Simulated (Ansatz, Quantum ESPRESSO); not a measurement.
# VRu (Pm-3m): electron–phonon coupling with Quantum ESPRESSO, part 2 of 5

Each step names its level of theory.

So far. Step 2 (Relaxing cell and atoms): The largest force is now zero by symmetry and the largest stress component 8.1e-4 GPa. Step 3 (Second program, ground state): With these potentials, mesh and smearing the cell is at -0.08 GPa. The relaxed cell has a = 2.971 Å (conventional setting).

## 4. Phonons and couplings with ph.x: Gaussian smearing of 0.2 eV

Level of this step: DFT PBEsol, scalar-relativistic, plane waves, GBRV ultrasoft pseudopotentials (Quantum ESPRESSO).

ph.x gives each mode's frequency and linewidth; λ of a mode follows from Gaussian double-delta sums over the k mesh, here at four widths.

The input, ph.in:

```
phonons and couplings
&inputph
   prefix = 'x'
   outdir = './tmp'
   tr2_ph = 1.0d-15
   fildyn = 'x.dyn'
   fildvscf = 'dvscf'
   ldisp = .true.
   nq1 = 2
   nq2 = 2
   nq3 = 2
   electron_phonon = 'simple'
   el_ph_ngauss = 0
   el_ph_sigma = 0.00734986
   el_ph_nsigma = 4
   alpha_mix(1) = 0.5
   amass(1) = 50.9415
   amass(2) = 101.07
/
```

Launch:

```console
OMP_NUM_THREADS=1 mpirun -n 4 ph.x -nk 4 -in ph.in > ph.x.log
```

What it wrote:

```text
[banner, memory and clock lines left out]
Program PHONON v.7.5

     ./tmp/x.save/

     IMPORTANT: XC functional enforced from input :
     Exchange-correlation= PBESOL
                           (   1   4  10   8   0   0   0)
     Any further DFT definition will be discarded
     Please, verify this is what you really want

     G-vector sticks info

     Check: negative core charge=   -0.000003

     negative rho (up, down):  7.122E-02 0.000E+00
     Reading collected, re-writing distributed wavefunctions in ./tmp/

     Dynamical matrices for ( 2, 2, 2)  uniform grid of q-points
     (   4 q-points):
       N         xq(1)         xq(2)         xq(3)
       1   0.000000000   0.000000000   0.000000000
       2   0.000000000   0.000000000  -0.500000000
       3   0.000000000  -0.500000000  -0.500000000
       4  -0.500000000  -0.500000000  -0.500000000

     Number and degeneracy of irreps per q-point
       N         xq(1)         xq(2)         xq(3)   N irreps
       1   0.000000000   0.000000000   0.000000000       2
        3   3
       2   0.000000000   0.000000000  -0.500000000       4
        1   2   1   2
       3   0.000000000  -0.500000000  -0.500000000       4
        1   1   2   2
       4  -0.500000000  -0.500000000  -0.500000000       2
        3   3

     Saving dvscf to file. Distribute only q points, not irreducible representations.

     Calculation of q =    0.0000000   0.0000000   0.0000000

     phonons and couplings

     bravais-lattice index     =            1
     lattice parameter (alat)  =       5.6134  a.u.
     unit-cell volume          =     176.8832 (a.u.)^3
     number of atoms/cell      =            2
     number of atomic types    =            2
     kinetic-energy cut-off    =      45.0000  Ry
     charge density cut-off    =     360.0000  Ry
     convergence threshold     =      1.0E-15
     beta                      =       0.5000
     number of iterations used =            4
     Exchange-correlation= PBESOL
                           (   1   4  10   8   0   0   0)

     celldm(1)=    5.61344  celldm(2)=    0.00000  celldm(3)=    0.00000
     celldm(4)=    0.00000  celldm(5)=    0.00000  celldm(6)=    0.00000

     crystal axes: (cart. coord. in units of alat)
               a(1) = (  1.0000  0.0000  0.0000 )
               a(2) = (  0.0000  1.0000  0.0000 )
               a(3) = (  0.0000  0.0000  1.0000 )

     reciprocal axes: (cart. coord. in units 2 pi/alat)
               b(1) = (  1.0000  0.0000  0.0000 )
               b(2) = (  0.0000  1.0000  0.0000 )
               b(3) = (  0.0000  0.0000  1.0000 )

     Atoms inside the unit cell:

     Cartesian axes

     site n.  atom      mass           positions (alat units)
        1  V      50.9415   tau(    1) = (    0.50000    0.50000    0.50000  )
        2  Ru    101.0700   tau(    2) = (    0.00000    0.00000    0.00000  )

     Computing dynamical matrix for
                    q = (   0.0000000   0.0000000   0.0000000 )

     49 Sym.Ops. (with q -> -q+G )

     G cutoff =  287.3430  (  20341 G-vectors)     FFT grid: ( 36, 36, 36)
     G cutoff =  143.6715  (   7123 G-vectors)  smooth grid: ( 24, 24, 24)

     number of k points=    35  Gaussian smearing, width (Ry)=  0.0147

     PseudoPot. # 1 for V  read from file:
     ./pseudo/V.upf
     Pseudo is Ultrasoft + core correction, Zval = 13.0
     Using radial grid of  853 points,  6 beta functions with:
                l(1) =   0
                l(2) =   0
                l(3) =   1
                l(4) =   1
                l(5) =   2
                l(6) =   2
     Q(r) pseudized with  8 coefficients,  rinner =    1.100   1.100   1.100
                                                       1.100   1.100

     PseudoPot. # 2 for Ru read from file:
     ./pseudo/Ru.upf
     Pseudo is Ultrasoft + core correction, Zval = 16.0
     Using radial grid of  967 points,  6 beta functions with:
                l(1) =   0
                l(2) =   0
                l(3) =   1
                l(4) =   1
                l(5) =   2
                l(6) =   2
     Q(r) pseudized with  8 coefficients,  rinner =    1.300   1.300   1.300
                                                       1.300   1.300

     Mode symmetry, O_h (m-3m)  point group:

     Atomic displacements:
     There are    2 irreducible representations

     Representation     1      3 modes -  To be done

     Representation     2      3 modes -  To be done

     Alpha used in Ewald sum =   2.8000

     negative rho (up, down):  7.122E-02 0.000E+00

     Representation #   1 modes #   1   2   3

     Self-consistent Calculation

     Pert. #  1: Fermi energy shift (Ry) =     0.0000E+00     0.0000E+00
     Pert. #  2: Fermi energy shift (Ry) =     0.0000E+00     0.0000E+00
     Pert. #  3: Fermi energy shift (Ry) =     0.0000E+00     0.0000E+00

      thresh= 1.000E-02 alpha_mix =  0.500 |ddv_scf|^2 =  8.704E-06

     Pert. #  1: Fermi energy shift (Ry) =     0.0000E+00     0.0000E+00
     Pert. #  2: Fermi energy shift (Ry) =     0.0000E+00     0.0000E+00
     Pert. #  3: Fermi energy shift (Ry) =     0.0000E+00     0.0000E+00

      thresh= 2.950E-04 alpha_mix =  0.500 |ddv_scf|^2 =  9.061E-08

     Pert. #  1: Fermi energy shift (Ry) =     0.0000E+00     0.0000E+00
     Pert. #  2: Fermi energy shift (Ry) =     0.0000E+00     0.0000E+00
     Pert. #  3: Fermi energy shift (Ry) =     0.0000E+00     0.0000E+00

      thresh= 3.010E-05 alpha_mix =  0.500 |ddv_scf|^2 =  5.569E-09

     Pert. #  1: Fermi energy shift (Ry) =     0.0000E+00     0.0000E+00
     Pert. #  2: Fermi energy shift (Ry) =     0.0000E+00     0.0000E+00
     Pert. #  3: Fermi energy shift (Ry) =     0.0000E+00     0.0000E+00

      thresh= 7.463E-06 alpha_mix =  0.500 |ddv_scf|^2 =  2.106E-10

     Pert. #  1: Fermi energy shift (Ry) =     0.0000E+00     0.0000E+00
     Pert. #  2: Fermi energy shift (Ry) =     0.0000E+00     0.0000E+00
     Pert. #  3: Fermi energy shift (Ry) =     0.0000E+00     0.0000E+00

      thresh= 1.451E-06 alpha_mix =  0.500 |ddv_scf|^2 =  2.546E-12

     Pert. #  1: Fermi energy shift (Ry) =     0.0000E+00     0.0000E+00
[...]
thresh= 1.596E-07 alpha_mix =  0.500 |ddv_scf|^2 =  3.577E-14

[...]
thresh= 1.891E-08 alpha_mix =  0.500 |ddv_scf|^2 =  2.651E-15

[...]
thresh= 5.149E-09 alpha_mix =  0.500 |ddv_scf|^2 =  5.983E-17

     End of self-consistent calculation

     Convergence has been achieved

     Representation #   2 modes #   4   5   6

     Self-consistent Calculation

[...]
thresh= 1.000E-02 alpha_mix =  0.500 |ddv_scf|^2 =  6.811E-06

[...]
k = 0.2500 0.2500 0.2500 (   901 PWs)   bands (ev):

[...]
k = 0.2500 0.2500 0.3750 (   906 PWs)   bands (ev):

[...]
k = 0.2500 0.2500-0.5000 (   920 PWs)   bands (ev):

[...]
k = 0.2500 0.3750 0.3750 (   918 PWs)   bands (ev):

[...]
k =-0.2500-0.1250-0.1250 (   906 PWs)   bands (ev):

[...]
k = 0.2500 0.3750-0.5000 (   908 PWs)   bands (ev):

[...]
k =-0.2500-0.1250-1.0000 (   894 PWs)   bands (ev):

[...]
k = 0.2500-0.5000-0.5000 (   912 PWs)   bands (ev):

[...]
k =-0.2500-1.0000-1.0000 (   900 PWs)   bands (ev):

[...]
k = 0.3750 0.3750 0.3750 (   904 PWs)   bands (ev):

[...]
k =-0.1250-0.1250-0.1250 (   907 PWs)   bands (ev):

[...]
k = 0.3750 0.3750-0.5000 (   910 PWs)   bands (ev):

[...]
k =-0.1250-0.1250-1.0000 (   897 PWs)   bands (ev):

[...]
k = 0.3750-0.5000-0.5000 (   920 PWs)   bands (ev):

[...]
k =-0.1250-1.0000-1.0000 (   904 PWs)   bands (ev):

[...]
13.6823  15.7489  15.8390  19.2907  19.2907  19.4577  21.8782  22.2856
    23.3154  23.3154  23.6664  29.7232  31.8181  31.8181  38.5857  39.6799

          k =-0.5000-0.5000-0.5000 (   912 PWs)   bands (ev):

   -51.7048 -43.0111 -21.8541 -21.8541 -21.8541 -17.0936 -17.0936 -17.0936
    17.1466  17.1466  17.1466  19.2734  19.2734  19.2734  21.8098  21.8098
    23.1733  23.1733  31.1951  31.1951  31.1951  31.9471  32.2373  32.5775

          k =-1.0000-1.0000-1.0000 (   895 PWs)   bands (ev):

   -51.7578 -43.0598 -21.7056 -21.7056 -21.7056 -16.9039 -16.9039 -16.9039
    13.3420  15.5828  15.5828  19.3351  19.3351  19.3351  22.1769  22.1769
    23.8491  23.8491  23.8491  30.8971  30.8971  30.8971  39.5383  39.5383

     the Fermi energy is    21.5280 ev

     Writing config to output data dir ./tmp/_ph0/x.q_4/x.save/ :
     XML data file

     phonons and couplings

     bravais-lattice index     =            1
     lattice parameter (alat)  =       5.6134  a.u.
     unit-cell volume          =     176.8832 (a.u.)^3
     number of atoms/cell      =            2
     number of atomic types    =            2
     kinetic-energy cut-off    =      45.0000  Ry
     charge density cut-off    =     360.0000  Ry
     convergence threshold     =      1.0E-15
     beta                      =       0.5000
     number of iterations used =            4
     Exchange-correlation= PBESOL
                           (   1   4  10   8   0   0   0)

     celldm(1)=    5.61344  celldm(2)=    0.00000  celldm(3)=    0.00000
     celldm(4)=    0.00000  celldm(5)=    0.00000  celldm(6)=    0.00000

     crystal axes: (cart. coord. in units of alat)
               a(1) = (  1.0000  0.0000  0.0000 )
               a(2) = (  0.0000  1.0000  0.0000 )
               a(3) = (  0.0000  0.0000  1.0000 )

     reciprocal axes: (cart. coord. in units 2 pi/alat)
               b(1) = (  1.0000  0.0000  0.0000 )
               b(2) = (  0.0000  1.0000  0.0000 )
               b(3) = (  0.0000  0.0000  1.0000 )

     Atoms inside the unit cell:

     Cartesian axes

     site n.  atom      mass           positions (alat units)
        1  V      50.9415   tau(    1) = (    0.50000    0.50000    0.50000  )
        2  Ru    101.0700   tau(    2) = (    0.00000    0.00000    0.00000  )

     Computing dynamical matrix for
                    q = (  -0.5000000  -0.5000000  -0.5000000 )

     49 Sym.Ops. (with q -> -q+G )

     G cutoff =  287.3430  (  20341 G-vectors)     FFT grid: ( 36, 36, 36)
     G cutoff =  143.6715  (   7123 G-vectors)  smooth grid: ( 24, 24, 24)

     number of k points=    70  Gaussian smearing, width (Ry)=  0.0147

     PseudoPot. # 1 for V  read from file:
     ./pseudo/V.upf
     Pseudo is Ultrasoft + core correction, Zval = 13.0
     Using radial grid of  853 points,  6 beta functions with:
[...]
l(5) =   2
                l(6) =   2
     Q(r) pseudized with  8 coefficients,  rinner =    1.100   1.100   1.100
                                                       1.100   1.100

     PseudoPot. # 2 for Ru read from file:
     ./pseudo/Ru.upf
     Pseudo is Ultrasoft + core correction, Zval = 16.0
     Using radial grid of  967 points,  6 beta functions with:
                l(1) =   0
                l(2) =   0
                l(3) =   1
                l(4) =   1
                l(5) =   2
                l(6) =   2
     Q(r) pseudized with  8 coefficients,  rinner =    1.300   1.300   1.300
                                                       1.300   1.300

     Mode symmetry, O_h (m-3m)  point group:

     Atomic displacements:
     There are    2 irreducible representations

     Representation     1      3 modes -  To be done

     Representation     2      3 modes -  To be done

     Alpha used in Ewald sum =   2.8000

     negative rho (up, down):  7.122E-02 0.000E+00

     Representation #   1 modes #   1   2   3

     Self-consistent Calculation

[...]
End of self-consistent calculation

     Convergence has been achieved

     Representation #   2 modes #   4   5   6

     Self-consistent Calculation

      thresh= 1.000E-02 alpha_mix =  0.500 |ddv_scf|^2 =  2.224E-05

      thresh= 4.716E-04 alpha_mix =  0.500 |ddv_scf|^2 =  1.303E-06

      thresh= 1.141E-04 alpha_mix =  0.500 |ddv_scf|^2 =  7.427E-09

      thresh= 8.618E-06 alpha_mix =  0.500 |ddv_scf|^2 =  3.211E-10

      thresh= 1.792E-06 alpha_mix =  0.500 |ddv_scf|^2 =  1.189E-12

      thresh= 1.090E-07 alpha_mix =  0.500 |ddv_scf|^2 =  1.270E-13

      thresh= 3.564E-08 alpha_mix =  0.500 |ddv_scf|^2 =  2.291E-15

      thresh= 4.787E-09 alpha_mix =  0.500 |ddv_scf|^2 =  1.590E-17

     End of self-consistent calculation

     Convergence has been achieved

     Number of q in the star =    1
     List of q in the star:
          1  -0.500000000  -0.500000000  -0.500000000

     Diagonalizing the dynamical matrix

     q = (   -0.500000000  -0.500000000  -0.500000000 )

 **************************************************************************
     freq (    1) =       5.316597 [THz] =     177.342576 [cm-1]
     freq (    2) =       5.316597 [THz] =     177.342576 [cm-1]
     freq (    3) =       5.316597 [THz] =     177.342576 [cm-1]
     freq (    4) =       5.741539 [THz] =     191.517117 [cm-1]
     freq (    5) =       5.741539 [THz] =     191.517117 [cm-1]
     freq (    6) =       5.741539 [THz] =     191.517117 [cm-1]
 **************************************************************************

     Mode symmetry, O_h (m-3m)  point group:

     freq (   1-   3) =        177.3  [cm-1]   --> T_1u G_15  G_4-
     freq (   4-   6) =        191.5  [cm-1]   --> T_2g G_25' G_5+

     Gaussian Broadening:   0.007 Ry, ngauss=   0
     DOS = 21.020731 states/spin/Ry/Unit Cell at Ef= 21.560349 eV
     double delta at Ef =**********
[...]
Gaussian Broadening:   0.015 Ry, ngauss=   0
     DOS = 21.905420 states/spin/Ry/Unit Cell at Ef= 21.528002 eV
     double delta at Ef =**********
[...]
Gaussian Broadening:   0.022 Ry, ngauss=   0
     DOS = 20.936113 states/spin/Ry/Unit Cell at Ef= 21.494198 eV
     double delta at Ef =**********
[...]
lambda(    5)=  0.2692   gamma=  177.44 GHz
     lambda(    6)=  0.2692   gamma=  177.44 GHz

     Gaussian Broadening:   0.029 Ry, ngauss=   0
     DOS = 19.445848 states/spin/Ry/Unit Cell at Ef= 21.456516 eV
     double delta at Ef =807.308625
     lambda(    1)=  0.1867   gamma=   98.00 GHz
     lambda(    2)=  0.1867   gamma=   98.00 GHz
     lambda(    3)=  0.1867   gamma=   98.00 GHz
     lambda(    4)=  0.2169   gamma=  132.80 GHz
     lambda(    5)=  0.2169   gamma=  132.80 GHz
     lambda(    6)=  0.2169   gamma=  132.80 GHz
```

It took 3.1 min on 4 MPI ranks of Intel Xeon Platinum 8488C (Sapphire Rapids), shared host.

Numbers from this step:

```yaml
highest_frequency_solved_or_plainly_interpolated: 271.4 cm⁻¹
omega_log_against_width: 17.38, 12.26, 10.84, 10.39 meV, at widths 0.1 to 0.4 eV
```

As ph.x prints them, no sum rule imposed; at the zone centre the sum is no linewidth. Double-delta sums:

```csv
q1,q2,q3,star,mode,omega (meV),"lambda_q, sigma 0.1 eV","lambda_q, sigma 0.2 eV","lambda_q, sigma 0.3 eV","lambda_q, sigma 0.4 eV",half width at sigma 0.2 (meV)
0,0,0,1,1,-0.6398,0,0,0,0,1.65e-4
0,0,0,1,2,-0.6398,0,0,0,0,1.65e-4
0,0,0,1,3,-0.6398,0,0,0,0,1.65e-4
0,0,0,1,4,11.46,0.8317,0.993,1.142,1.137,0.66
0,0,0,1,5,11.46,0.8317,0.993,1.142,1.137,0.66
0,0,0,1,6,11.46,0.8317,0.993,1.142,1.137,0.66
0,0,0.5,3,1,11.92,0.4918,0.5329,0.5667,0.5443,0.3828
0,0,0.5,3,2,11.92,0.4918,0.5329,0.5667,0.5443,0.3828
0,0,0.5,3,3,20.83,0.475,0.2522,0.2107,0.1855,0.5532
0,0,0.5,3,4,24.49,0.0863,0.0838,0.0742,0.0677,0.2542
0,0,0.5,3,5,24.49,0.0863,0.0838,0.0742,0.0677,0.2542
0,0,0.5,3,6,30.05,0.7639,0.4299,0.3222,0.2587,1.963
0,0.5,0.5,3,1,7.023,0.217,0.9792,1.461,1.576,0.2443
0,0.5,0.5,3,2,7.023,0.217,0.9792,1.461,1.576,0.2443
0,0.5,0.5,3,3,10.85,0.2216,0.4068,0.5187,0.5354,0.2424
0,0.5,0.5,3,4,19.35,0.1126,0.1483,0.1986,0.213,0.2807
0,0.5,0.5,3,5,33.65,0.0543,0.0454,0.0422,0.0388,0.2601
0,0.5,0.5,3,6,33.65,0.0543,0.0454,0.0422,0.0388,0.2601
0.5,0.5,0.5,1,1,21.99,0.2489,0.2451,0.2132,0.1867,0.5994
0.5,0.5,0.5,1,2,21.99,0.2489,0.2451,0.2132,0.1867,0.5994
0.5,0.5,0.5,1,3,21.99,0.2489,0.2451,0.2132,0.1867,0.5994
0.5,0.5,0.5,1,4,23.75,0.5217,0.3551,0.2692,0.2169,1.013
0.5,0.5,0.5,1,5,23.75,0.5217,0.3551,0.2692,0.2169,1.013
0.5,0.5,0.5,1,6,23.75,0.5217,0.3551,0.2692,0.2169,1.013
```

Mean over the q mesh without its centre; few wavevectors enter, so none of the widths can be taken as converged. The coupling constant λ, lambda by Gaussian width:

```csv
Gaussian width (eV),"coupling constant λ, lambda"
0.100,1.73
0.200,2.19
0.300,2.58
0.400,2.59
```

λ runs from 1.73 at 0.1 eV to 2.59 at 0.4 eV.

(Part 2 of 5 ends here.)

[Logs are printed without paths, hosts, clocks, repeated set-up lines and the standing remarks that a program may print on its own settings, such as how far it seeks lower states.]

[Hosts, paths, dates, database ids (printed as entryN), source tags and the programs' standing remarks are cut or masked in the printed files.]
